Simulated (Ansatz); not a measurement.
# Al-W-Al stack of (100) layers: lattice stability ahead of a resistivity run, part 2 of 2

The plan: relax Al-W-Al stack of (100) layers, check its phonons, and, if the lattice is stable, compute its Eliashberg function and ρ(T).

Ansatz 0.2.0; DFT PBEsol, scalar-relativistic, plane waves, PAW; PAW set soft_1.

So far: Starting point; Relaxation; Tight relaxation.

**4. Phonons: q 2×2×1, k 6×6×1**

Before any scattering is computed, the phonons show whether the structure is a minimum.

input.yaml reads:

```yaml
crystal:
  lattice:
    - [2.679210703, 0.0, 0.0]
    - [0.0, 2.679210703, 0.0]
    - [0.0, 0.0, 31.762700784]
  atoms:
    - { symbol: Al, position: [0.0, 0.0, 0.1700988322] }
    - { symbol: W, position: [0.5, 0.5, 0.2358324329] }
    - { symbol: Al, position: [0.0, 0.0, 0.3015660336] }
  periodic: [true, true, false]
kpoints:
  mp_grid: { grid: [6, 6, 1] }
hamiltonian:
  xc: pbesol
  pseudopotentials: { kind: paw, azcp: { folder: soft_1 }, xc_functional: pbe }
scf:
  occupations: { method: methfessel_paxton, width: 0.2 }
output:
  eigenvalues: true
phonons:
  method: dfpt
  qmesh: [2, 2, 1]
  temperatures: { t_max: 1000, t_step: 50 }
  qpath:
    path: [[0.0, 0.0, 0.0], [0.0, 0.5, 0.0], [0.5, 0.5, 0.0], [0.0, 0.0, 0.0]]
    npoints: 10
```

On the command line:

```console
> ansatz run input.yaml --threads 4 --pin off --max-ram 12288MiB --backend cpu --events-out ev --progress --plain --runs-dir out
```

Numbers of over 12 decimals in the logs are rounded to 6 here.

Output:

```text
Warning: crystal.symmetry: narrowed to the stabiliser of the run's FFT grids — unitary ops 16 → 8. A phonons.method: dfpt run fills in the rows of the dynamical matrix that it does not solve by its symmetry operations, which is exact only for operations that map its FFT grids onto themselves: filled in by any other, the frequencies could depend on the order in which like atoms are typed, or, by more than the grids' own error, on where the crystal sits among the grids' points. Excluded: 8 operations. The run can therefore solve more perturbations, solve them on more k-points, or both, and cost more. [rest of the remark cut]
[...]
Crystal: 3 atoms, lattice volume = 227.998 Å³
Basis set: ecut = 420 eV, 4471 PW (Γ), exchange–correlation on 36×36×432 points (8 copies of the dense FFT grid, shifted against one another)
Bands: 14, of which v1, the nominal top of the filled ones, is band 10 counted from 1 (9 counted from 0)
Symmetry: 16 space group operations
k-points: 10 of 36 (irreducible under 8 space group operations)
[...]
SCF iter   1: F=—  HF=-11306.283053 eV  |F-HF|=—  |Δ(HF+E_count)|=         —  Δρ=2.05e-2  dr2=7.48e0  ethr=3.10e-3  ⟨swp⟩=13.6  Hψ=1515  notcnv=0
[...]
SCF iter  13: F=-11305.142493 eV  HF=-11305.142493 eV  |F-HF|=5.09e-11  |Δ(HF+E_count)|=   1.60e-9  S|Δr|=    0.00e0  Δρ=1.62e-8  dr2=6.06e-13  ethr=1.00e-12  ⟨swp⟩=14.2  Hψ=1203  notcnv=0
SCF 1 converged in 13 iterations: F = -11305.142493 eV  dr2 = 6.06e-13
[...]
phonons: the bands overlap, so this run is a metal and interpolates without the dipole-dipole term. If the crystal is really an insulator or semiconductor, its LO-TO splitting is missing
NSCF: frozen V_eff on 10 k-points
[...]
DFPT response loops at q = (0, 0, 0) (fractional): preconditioner auto → none (partly filled bands, converged f_vac=0.713); β = 0.50; Broyden in place of MSR1
[...]
SCF converged after 13 iterations
Stability not checked: this state was not tested for a lower state beside it, because cold or Methfessel-Paxton smearing, or corrected tetrahedra, fill the levels in a way that the test cannot read (fill_not_monotonic; see scf.lower_state_search)
Free energy (F): -11305.142493 eV
[...]
Internal energy: -11305.129286 eV  (E = F + TS)
E sigma→0 (E₀):  -11305.139191 eV
Entropy (-TS):   -0.013207 eV (-4.402 meV/atom)
Fermi energy:    -4.911992 eV
[...]
--- Band table (eV; the first three rows and the last of 10) ---
  k-point 0: bands = [... 6 lower, -10.6271, -8.8276, -6.4561, -6.2642, -3.0801, -3.0801, -0.8680, -0.6537]
  k-point 1: bands = [... 6 lower, -9.9298, -8.1221, -6.5951, -6.0365, -3.8326, -2.8730, -1.7088, -0.3863]
  k-point 2: bands = [... 6 lower, -8.7060, -7.6729, -6.9625, -5.4108, -4.2140, -3.4506, -2.4188, -2.1923]
  k-point 9: bands = [... 6 lower, -8.3305, -5.6119, -4.7947, -4.7947, -2.6332, -1.9131, -1.8136, -1.8136]
--- Phonons (Γ-DFPT): 6 representative perturbations + reference (Σ response iterations 28) ---
  ASR residual: 2.507e-5 → 0.000e0 eV/Å²; symmetrization residual: 6.537e-6 eV/Å²
  The last average, over the group as it would stand without the narrowing to the FFT grids, took up to 6.161e-6 eV/Å² of the zone centre's force constants
  ASR residual per site (eV/Å²): 2.24e-5 2.51e-5 2.27e-5
  Γ frequencies (cm⁻¹): 0.00 0.00 0.00 128.19 128.19 137.42 137.42 170.99 225.89
--- Phonons (arbitrary-q DFPT): 3 irreducible q on the 2×2×1 mesh ---
  q = [0.0000, 0.0000, 0.0000] (star 1, of the zone-centre solve; hermiticity 1.67e-6, symmetrization 3.36e-12, taken by the last average 7.87e-7): -0.00 0.00 0.00 128.19 128.19 137.42 137.42 170.99 225.89
  q = [0.0000, -0.5000, 0.0000] (star 2, 9 solved perturbations on 16 of 36 k-point pairs; hermiticity 2.02e-7, symmetrization 7.40e-10, taken by the last average 2.34e-7): -87.07 52.74 63.44 87.73 156.55 163.29 236.08 331.55 347.49
  q = [-0.5000, -0.5000, 0.0000] (star 1, 6 solved perturbations in 78 linear systems a pass and spin channel, the states on 16 of 36 k-point pairs; hermiticity 3.72e-8, symmetrization 1.61e-9, taken by the last average 2.58e-7): 107.47 182.48 187.43 187.43 209.65 294.63 294.63 337.44 337.44
  sum rule: each row above includes the acoustic sum rule's correction from the zone centre's row sums; it moved no ω² by more than (0.48 cm⁻¹)²
  mesh force constants: q→R imaginary residual 9.64e-18; ASR residual 2.507e-5 → 0.000e0 eV/Å²; symmetrization residual 1.066e-14 eV/Å²
  interpolated dispersion: 31 rows × 9 modes
  density of states and harmonic sums: on the 24×24×1 q-mesh, interpolated from the force constants of a 2×2×1 supercell (no non-analytic term)
  largest difference from the sums on the solved wave vectors: F 7.18e-2 eV, S 1.23e-4 and C_V 5.14e-5 eV/K
  zero-point energy: 0.097619 eV/cell   skipped modes (ω ≤ 0): 63, of them read as no rigid motion or as one in doubt: 60 (6.493e-1 modes/cell left out, lowest -87.07 cm⁻¹)   left out of the sums: 7.27e-2 of the cell's modes: C_V's classical limit lies that fraction below 3 k_B per atom; for a crystal, a wire or a layer, F and S can be off by more, and a phonons.interpolated_qmesh denser along its periods is the remedy for the sampling
```

Elapsed: 42 s, on 4 threads of Arm Neoverse V1, shared host; peak memory 0.7 GiB.

Reading the cycles: dr2 is the Hartree energy of the density residual (eV), the measure of convergence; HF is the Harris–Foulkes estimate of the energy, which meets the free energy F at convergence.

This step gave:

- share of imaginary modes in the plain interpolation between solved wavevectors: 0.0705
- highest frequency, solved or plainly interpolated: 347.5 cm⁻¹

Solved on the 2×2×1 mesh alone; all other wavevectors are interpolated. Phonon branches along the path, in cm⁻¹:

```
  point  branch 1  branch 2  branch 3  branch 4  branch 5  branch 6  branch 7  branch 8  branch 9
      Γ         0         0         0       128       128       137       137       171       226
halfway       -61       -26        98       115       123       197       202       257       262
      X       -87        53        63        88       157       163       236       332       348
halfway        86       118       167       173       212       222       251       314       342
      M       108       182       187       187       210       295       295       337       337
halfway        38       116       128       186       209       230       242       253       256
      Γ         0         0         0       128       128       137       137       171       226
```

The phonon branches as a text plot (rows in cm⁻¹):

```
    338 |            ************************
    320 |           *****   ******    *      ***
    302 |           *             *********     **
    284 |         **              **  ***  *****  **
    266 |       **                  **          ****
    248 |       **               ***              *****
    230 |*******    ****************                *****     ***
    212 |         **           ***  **************************
    194 |    *******                   ******       *******
    175 |******     ***       **********************     ********
    157 |  **        ************   **          **         ***
    139 |****     ***         *   **              **          ***
    121 |*********          **   *                  ***         *
    103 |      ******     ****      ************       **
     85 |    **   ** *****     *****            **       **
     67 |  **       ***********                   **       ***
     49 |            *****                                 ***
     31 | *         *         *                     ***       **
     12 |         **
     -6 |**                                                     *
    -24 | ***   **                                     **     **
    -42 |  *****                                         *****
    -60 |       **          **
    -78 |         **********
         Γ               X               M                      Γ
```

Lowest modes at the softest wavevector of the mesh. Modes at q = (0.500, 0.000, 0.000), with each element's share of the kinetic energy (negative means imaginary):

```
mode  frequency (cm⁻¹)  Al %  W %
   1             -87.1     0  100
   2              52.7   100    0
   3              63.4     5   95
   4              87.7   100    0
   5             156.6    48   52
   6             163.3   100    0
```

Displacements in mode 1 (-87.1 cm⁻¹), the largest set to 1, in the home cell:
```
Al1 0.00 0.00 0.00
W2  0.00 1.00 0.00
Al3 0.00 0.00 0.00
```

Displacements in mode 4 (87.7 cm⁻¹), the largest set to 1, in the home cell:
```
Al1 0.00 1.00 0.00
W2  0.00 0.00 0.00
Al3 0.00 1.00 0.00
```

Among the solved wavevectors the lowest mode, translations apart, is -87.1 cm⁻¹, imaginary.

**5. Phonons by linear response: q 3×3×1, k 9×9×1**

An imaginary mode on so few k-points may come from the sampling, so the phonons are repeated with another q and k mesh.

input.yaml, as its differences from that of step 4:

```diff
@@ -11,3 +11,3 @@
 kpoints:
-  mp_grid: { grid: [6, 6, 1] }
+  mp_grid: { grid: [9, 9, 1] }
 hamiltonian:
@@ -21,3 +21,3 @@
   method: dfpt
-  qmesh: [2, 2, 1]
+  qmesh: [3, 3, 1]
   temperatures: { t_max: 1000, t_step: 50 }
```

Output:

```text
[...]
Crystal: 3 atoms, lattice volume = 227.998 Å³
Basis set: ecut = 420 eV, 4471 PW (Γ), exchange–correlation on 36×36×432 points (8 copies of the dense FFT grid, shifted against one another)
Bands: 14, of which v1, the nominal top of the filled ones, is band 10 counted from 1 (9 counted from 0)
Symmetry: 16 space group operations
k-points: 15 of 81 (irreducible under 8 space group operations)
[...]
SCF iter   1: F=—  HF=-11306.264127 eV  |F-HF|=—  |Δ(HF+E_count)|=         —  Δρ=2.09e-2  dr2=8.45e0  ethr=3.10e-3  ⟨swp⟩=13.1  Hψ=2232  notcnv=0
[...]
SCF iter  11: F=-11305.125858 eV  HF=-11305.125858 eV  |F-HF|=8.71e-10  |Δ(HF+E_count)|=   2.01e-9  S|Δr|=    0.00e0  Δρ=3.91e-8  dr2=4.69e-12  ethr=1.00e-12  ⟨swp⟩=16.6  Hψ=2078  notcnv=0
SCF 1 converged in 11 iterations: F = -11305.125858 eV  dr2 = 4.69e-12
[...]
SCF converged after 11 iterations
[...]
Free energy (F): -11305.125858 eV
[...]
Internal energy: -11305.110485 eV  (E = F + TS)
E sigma→0 (E₀):  -11305.122014 eV
Entropy (-TS):   -0.015373 eV (-5.124 meV/atom)
Fermi energy:    -4.702309 eV
Step filling:    the computed levels leave a gap of 0.0447 eV = 0.2 smearing widths at the electron count; against every level under it full and every level over it empty, smearing changes F+E_penalty+E_count by -4.004 meV and its σ→0 estimate by -0.161 meV
[...]
--- Band table (eV; the first three rows and the last of 15) ---
  k-point 0: bands = [... 6 lower, -10.5382, -8.7097, -6.4302, -6.2130, -3.0814, -3.0814, -0.8528, -0.6332]
  k-point 1: bands = [... 6 lower, -10.2028, -8.3973, -6.3337, -6.2380, -3.5409, -2.9866, -1.0093, -0.6291]
  k-point 2: bands = [... 6 lower, -9.4186, -7.5054, -6.8943, -5.7505, -3.9347, -2.7349, -2.2497, -0.8670]
  k-point 14: bands = [... 6 lower, -8.2023, -6.5199, -4.6853, -4.2524, -3.2634, -2.1656, -1.6509, -0.5620]
[...]
ASR residual: 2.622e-5 → 0.000e0 eV/Å²; symmetrization residual: 5.378e-6 eV/Å²
[...]
ASR residual per site (eV/Å²): 2.62e-5 2.04e-5 2.49e-5
  Γ frequencies (cm⁻¹): 0.00 0.00 0.00 138.93 138.93 145.01 145.01 195.60 249.63
--- Phonons (arbitrary-q DFPT): 3 irreducible q on the 3×3×1 mesh ---
[...]
interpolated dispersion: 31 rows × 9 modes
[...]
```

It took 95 s on 4 threads; peak memory 0.99 GiB; 5.8 min of CPU time.

This step gave:

```
share of imaginary modes in the plain interpolation between solved wavevectors : 0.0595
highest frequency, solved or plainly interpolated                              : 341.5 cm⁻¹
```

Solved on the 3×3×1 mesh alone; all other wavevectors are interpolated. The phonon branches at the labelled points (cm⁻¹):

```
  point  branch 1  branch 2  branch 3  branch 4  branch 5  branch 6  branch 7  branch 8  branch 9
      Γ         0         0         0       139       139       145       145       196       250
halfway       -50        23       106       107       131       200       212       253       268
      X       -56        61        72       107       129       175       227       321       342
halfway        99       111       137       191       213       239       256       330       335
      M       132       151       151       205       210       332       332       338       338
halfway        49        77       137       204       209       221       240       258       278
      Γ         0         0         0       139       139       145       145       196       250
```

The phonon branches as a text plot (rows in cm⁻¹):

```
    333 |            ************************
    317 |           ***********       *      *****
    300 |         ***               **          ****
    283 |         **              **            *******
    267 |       **                **              **
    250 |****  ***               *                *******     ***
    234 |    ***         *********                  **********
    217 |    *****  *****        **************************
    200 |****** *****          ** *******************************
    184 |    ***     **** ********                     *******
    167 |  **            *    *                          *****
    151 |****               **      ****************       ******
    134 |*********   ***************************    ***       ***
    117 |      *  *****   ****   *****       *****     **
    101 |      *****   ***     ***              ****     **
     84 |           *     *******                 *****
     68 |    **      *******                               ***
     51 |  **       *         *                     *****
     34 | *       **                                          **
     18 |       **                                     *********
      1 |*                                               **     *
    -15 | *    *
    -32 |  ****             **                             *****
    -49 |      *************
         Γ               X               M                      Γ
```

Lowest modes at the softest wavevector of the mesh. The modes at q = (0.000, -0.333, 0.000) (shares of kinetic energy by element, %) (negative means imaginary):

```
mode  frequency (cm⁻¹)  Al %  W %
   1             -56.4    12   88
   2              50.7    16   84
   3              87.5   100    0
   4             120.3    29   71
   5             121.1    88   12
   6             195.6    92    8
```

Displacements in mode 1 (-56.4 cm⁻¹), the largest set to 1, in the home cell (x, y, z of the real part, then of the imaginary part):
```
Al1  0.56  0.00  0.00  0.36  0.00  0.00
W2   0.89  0.00  0.00 -0.46  0.00  0.00
Al3  0.56  0.00  0.00  0.36  0.00  0.00
```

Displacements in mode 2 (50.7 cm⁻¹), the largest set to 1, in the home cell (x, y, z of the real part, then of the imaginary part):
```
Al1  0.00  0.42  0.36  0.00 -0.30  0.50
W2   0.00  0.00  0.99  0.00  0.00 -0.11
Al3  0.00 -0.42  0.36  0.00  0.30  0.50
```

The modes has structure finer than the step of the table below, so its rows give means over 20 cm⁻¹, whole bins alone (the curve runs from -67 to 361 cm⁻¹). Peaks (cm⁻¹: height): Al 143.0: 0.0230, 199.5: 0.0656, 210.3: 0.0641, 245.3: 0.0266, 269.5: 0.0191, 288.3: 0.0243, 331.4: 0.0418; W -50.9: 0.0130, -32.0: 0.0186, 70.3: 0.0199, 91.8: 0.0181, 129.5: 0.0306, 148.3: 0.0240, 213.0: 0.00933.

Phonopy on the run's constants, 21x21x1 mesh, Gaussian sigma 3.1 cm⁻¹. Modes against wavenumber; means over each step; values in 1/cm⁻¹/cell:

```
wavenumber (cm⁻¹)       Al        W
              -40  0.00156  0.00985
              -20  0.00161  0.00702
                0   5.6e-4  0.00255
               20  0.00119  0.00766
               40  0.00135  0.00875
               60  0.00262   0.0120
               80  0.00495   0.0154
              100  0.00523   0.0154
              120   0.0155   0.0217
              140   0.0207   0.0227
              160   0.0151  0.00520
              180   0.0230   8.3e-4
              200   0.0550  0.00375
              220   0.0348  0.00694
              240   0.0178  0.00287
              260   0.0134   7.9e-4
              280   0.0153   5.4e-4
              300   0.0196   4.6e-4
              320   0.0327   4.9e-4
              340   0.0177   4.8e-4
```

No LO-TO term; unit eigenvectors of the mass-weighted matrix. Modes at Γ, with each element's share of the kinetic energy:

```
mode  frequency (cm⁻¹)  symmetry  Al %  W %
   1               0.0   unnamed    23   77
   2               0.0   unnamed    23   77
   3               0.0   unnamed    23   77
   4             138.9        Eg   100    0
   5             138.9        Eg   100    0
   6             145.0        Eu    77   23
   7             145.0        Eu    77   23
   8             195.6       A1g   100    0
   9             249.6       A2u    77   23
```

Displacements in mode 5 (138.9 cm⁻¹), the largest set to 1:
```
Al1 -1.00  0.00  0.00
W2   0.00  0.00  0.00
Al3  1.00  0.00  0.00
```

Displacements in mode 9 (249.6 cm⁻¹), the largest set to 1:
```
Al1  0.00  0.00  1.00
W2   0.00  0.00 -0.29
Al3  0.00  0.00  1.00
```

Among the solved wavevectors the lowest mode, translations apart, is -56.4 cm⁻¹, imaginary.

**6. Outcome**

* phonon run of the rows without a label of their own: PBEsol, q 3×3×1, k 9×9×1
* softest mode on the q mesh: -56.4 cm⁻¹ at q = (0, -0.333, 0)
* highest frequency, solved or plainly interpolated: 342 cm⁻¹

**Reading.** The lattice is dynamically unstable at this level: a mode at q = (0, -0.333, 0) is imaginary, 56.4i cm⁻¹, so no harmonic coupling constant or resistivity is defined for this structure. These meshes are coarse, and single modes of a metal can move by tens of cm⁻¹ with the k mesh. The coarser mesh found an imaginary mode at another wavevector, which this mesh lacks. Spin–orbit coupling, left out here, matters for W. The PAW files were made for PBE; under other functionals the run regenerates their frozen core. The structure was built by hand as an ordered model, and its stability against other phases was not tested.

[Logs are printed without paths, hosts, clocks, repeated set-up lines and the standing remarks that a program may print on its own settings, such as how far it seeks lower states.]

[Hosts, paths, dates, database ids (printed as entryN), source tags and the programs' standing remarks are cut or masked in the printed files.]
